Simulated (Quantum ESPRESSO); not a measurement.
# KMnF3: exchange couplings by hand from total energies

Aim: get Heisenberg couplings of KMnF3 from the energies of collinear orders, with pencil and paper, and test them on an order left out of the fit.

Main program and level: Quantum ESPRESSO 7.5; PBEsol with U = 4 eV on Mn d (ortho-atomic projectors); plane waves with GBRV 1.5 PBEsol potentials, no spin-orbit coupling.

### 1. Starting point

It takes space group Pm-3m (No. 221, cubic). The conventional cell has a = 4.189 Å, b = 4.189 Å, c = 4.189 Å, α = 90.00°, β = 90.00°, γ = 90.00°. K has 12 F at 2.96 Å nearest. Nearest to Mn lie 6 F at 2.09 Å. Nearest to F lie 2 Mn at 2.09 Å and 4 K at 2.96 Å. Farther neighbours and most contacts between anions are not listed.

The cell comes from the Crystallography Open Database.

### 2. The parallel order

All energies count from this run.

Contents of pw.in:

```
&CONTROL
  calculation = 'scf'
  prefix = 'pwscf'
  outdir = './tmp'
  pseudo_dir = './pseudo'
  disk_io = 'nowf'
/
&SYSTEM
  ibrav = 0
  nat = 5
  ntyp = 3
  ecutwfc = 40
  ecutrho = 280
  nbnd = 34
  occupations = 'smearing'
  smearing = 'fd'
  degauss = 0.00367493
  nspin = 2
  starting_magnetization(1) = 0
  starting_magnetization(2) = 0.3
  starting_magnetization(3) = 0
/
&ELECTRONS
  conv_thr = 1d-08
  electron_maxstep = 150
  mixing_beta = 0.3
/
ATOMIC_SPECIES
K      39.0983 k_pbesol_v1.4.uspp.F.UPF
Mn     54.9380 mn_pbesol_v1.5.uspp.F.UPF
F      18.9984 f_pbesol_v1.4.uspp.F.UPF
CELL_PARAMETERS angstrom
   4.1893000000    0.0000000000    0.0000000000
   0.0000000000    4.1893000000    0.0000000000
   0.0000000000    0.0000000000    4.1893000000
ATOMIC_POSITIONS crystal
K       0.5000000000    0.5000000000    0.5000000000
Mn      0.0000000000    0.0000000000    0.0000000000
F       0.5000000000    0.0000000000    0.0000000000
F       0.0000000000    0.5000000000    0.0000000000
F       0.0000000000    0.0000000000    0.5000000000
K_POINTS automatic
6 6 6 0 0 0
HUBBARD {ortho-atomic}
U Mn-3d 4.0000
```

Started as:

```console
> OMP_NUM_THREADS=1 mpirun -n 4 pw.x -nk 4 -in pw.in > pw.out
```

Output:

```text
Program PWSCF v.7.5 starts
     [... lines left out ...]
     number of atoms/cell      =            5
     [... lines left out ...]
     number of electrons       =        45.00
     number of Kohn-Sham states=           34
     kinetic-energy cutoff     =      40.0000  Ry
     charge density cutoff     =     280.0000  Ry
     scf convergence threshold =      1.0E-08
     [... lines left out ...]
     48 Sym. Ops., with inversion, found
     [... lines left out ...]
     number of k points=    20  Fermi-Dirac smearing, width (Ry)=  0.0037
     [... lines left out ...]
     iteration # 11     ecut=    40.00 Ry     beta= 0.30
     [... lines left out ...]
     Magnetic moment per site  (integrated on atomic sphere of radius R)
     atom   1 (R=0.292)  charge=  7.7091  magn=  0.0004
     atom   2 (R=0.206)  charge= 12.3248  magn=  4.2170
     atom   3 (R=0.206)  charge=  6.6774  magn=  0.0536
     atom   4 (R=0.206)  charge=  6.6774  magn=  0.0536
     atom   5 (R=0.206)  charge=  6.6774  magn=  0.0536
     [... lines left out ...]
     Tr[ns(  2)] (up, down, total) =   4.98580  0.21723  5.20303
     [... lines left out ...]
     the Fermi energy is     7.4394 ev
!    total energy              =    -413.95014593 Ry
     estimated scf accuracy    <          1.4E-09 Ry
     smearing contrib. (-TS)   =      -0.00000000 Ry
     [... lines left out ...]
     total magnetization       =     5.00 Bohr mag/cell
     absolute magnetization    =     5.00 Bohr mag/cell
     convergence has been achieved in  11 iterations
   JOB DONE.
```

Wall time 12 s (4 MPI ranks of Arm Neoverse V2, shared host); peak memory 0.46 GiB; 47 s of CPU time.

Spin moment in the atom's sphere by atom:

| atom | spin moment in the atom's sphere (μB) |
| --- | --- |
| K1 | 0.00 |
| Mn2 | 4.22 |
| F3 | 0.05 |
| F4 | 0.05 |
| F5 | 0.05 |

Read from the output:

```
smearing term TS       : 8.90e-12 eV
magnetization          : 5 μB
absolute magnetization : 5.004 μB
final state            : ferromagnetic
```

### 3. The orders used for the fit

The other orders were run with the same settings, on meshes that hold the same points. Free energies are divided by the number of Mn atoms; q is in fractions of the reciprocal vectors of the first run's cell.

| order | atoms | mesh | free energy (eV) | eV per Mn | largest moment (μB) |
| --- | --- | --- | --- | --- | --- |
| F + | 5 | 6×6×6 | -5632.0787 | -5632.0787 | 4.22 |
| AF q=(0,1/2,1/2) +- | 10 | 6×3×6 | -11264.1970 | -5632.0985 | 4.20 |

### 4. Counting neighbours

With E = −Σ J e_i·e_j over ordered pairs of unit vectors, turning a neighbour from parallel to opposed costs 2J a Mn atom. So an order lies 2 Σ n J over the parallel one, n being the opposed neighbours in each shell.

| shell | distance (Å) | neighbours | opposed in AF q=(0,1/2,1/2) +- | opposed in AF q=(1/2,1/2,1/2) +- |
| --- | --- | --- | --- | --- |
| J1 | 4.19 | 6 | 4 | 6 |
| J2 | 5.92 | 12 | 8 | 0 |

Only J1 is kept, as an effective coupling that takes up all reversed shells.

### 5. Solving

```
2 × 4 × J1 = -19.8 meV    (AF q=(0,1/2,1/2) +-)
J1 = -2.48 meV
```

### 6. The test

The couplings now give the orders that were left out:

```
2 × 6 × (-2.48) = -29.8 meV    (AF q=(1/2,1/2,1/2) +-)
```

The runs themselves:

| order | atoms | mesh | free energy (eV) | eV per Mn | largest moment (μB) | over the parallel order (meV) | foretold (meV) |
| --- | --- | --- | --- | --- | --- | --- | --- |
| AF q=(1/2,1/2,1/2) +- | 10 | 3×6×6 | -11264.2141 | -5632.1071 | 4.20 | -28.4 | -29.8 |

### 7. Mean-field temperature

```
gain of AF q=(1/2,1/2,1/2) +- over disorder = (6 − 2 × 6) × (-2.48) = 14.9 meV
T = 2 × 14.9 / (3 × 0.08617) = 115 K
```

### 8. What came out

```yaml
effective_j1_mn_mn_at_4p19_a: -2.48 meV
largest_miss_on_the_orders_left_out: 1.4 meV
mean_field_ordering_temperature: 115 K
```

The model misses the order left out by 1.4 meV, 4.8 % of the largest energy difference, so it holds on this test. The largest moment changes by 0.51 % between the orders. Shells that were dropped are folded into the couplings or show in the miss. Mean field overstates the temperature of the model, and classical spins understate it for small quantum spins, by up to the factor (S+1)/S.

[Logs and program files are shortened in this print: banners, set-up blocks, solver, clock and traceback lines can be left out without a mark of their own.]

[Logs are printed without paths, hosts, clocks, repeated set-up lines and the standing remarks that a program may print on its own settings, such as how far it seeks lower states.]

[Hosts, paths, dates, database ids (printed as entryN), source tags and the programs' standing remarks are cut or masked in the printed files.]

[Where a cell is said to come from a database of computed structures, the database is the Materials Project.]
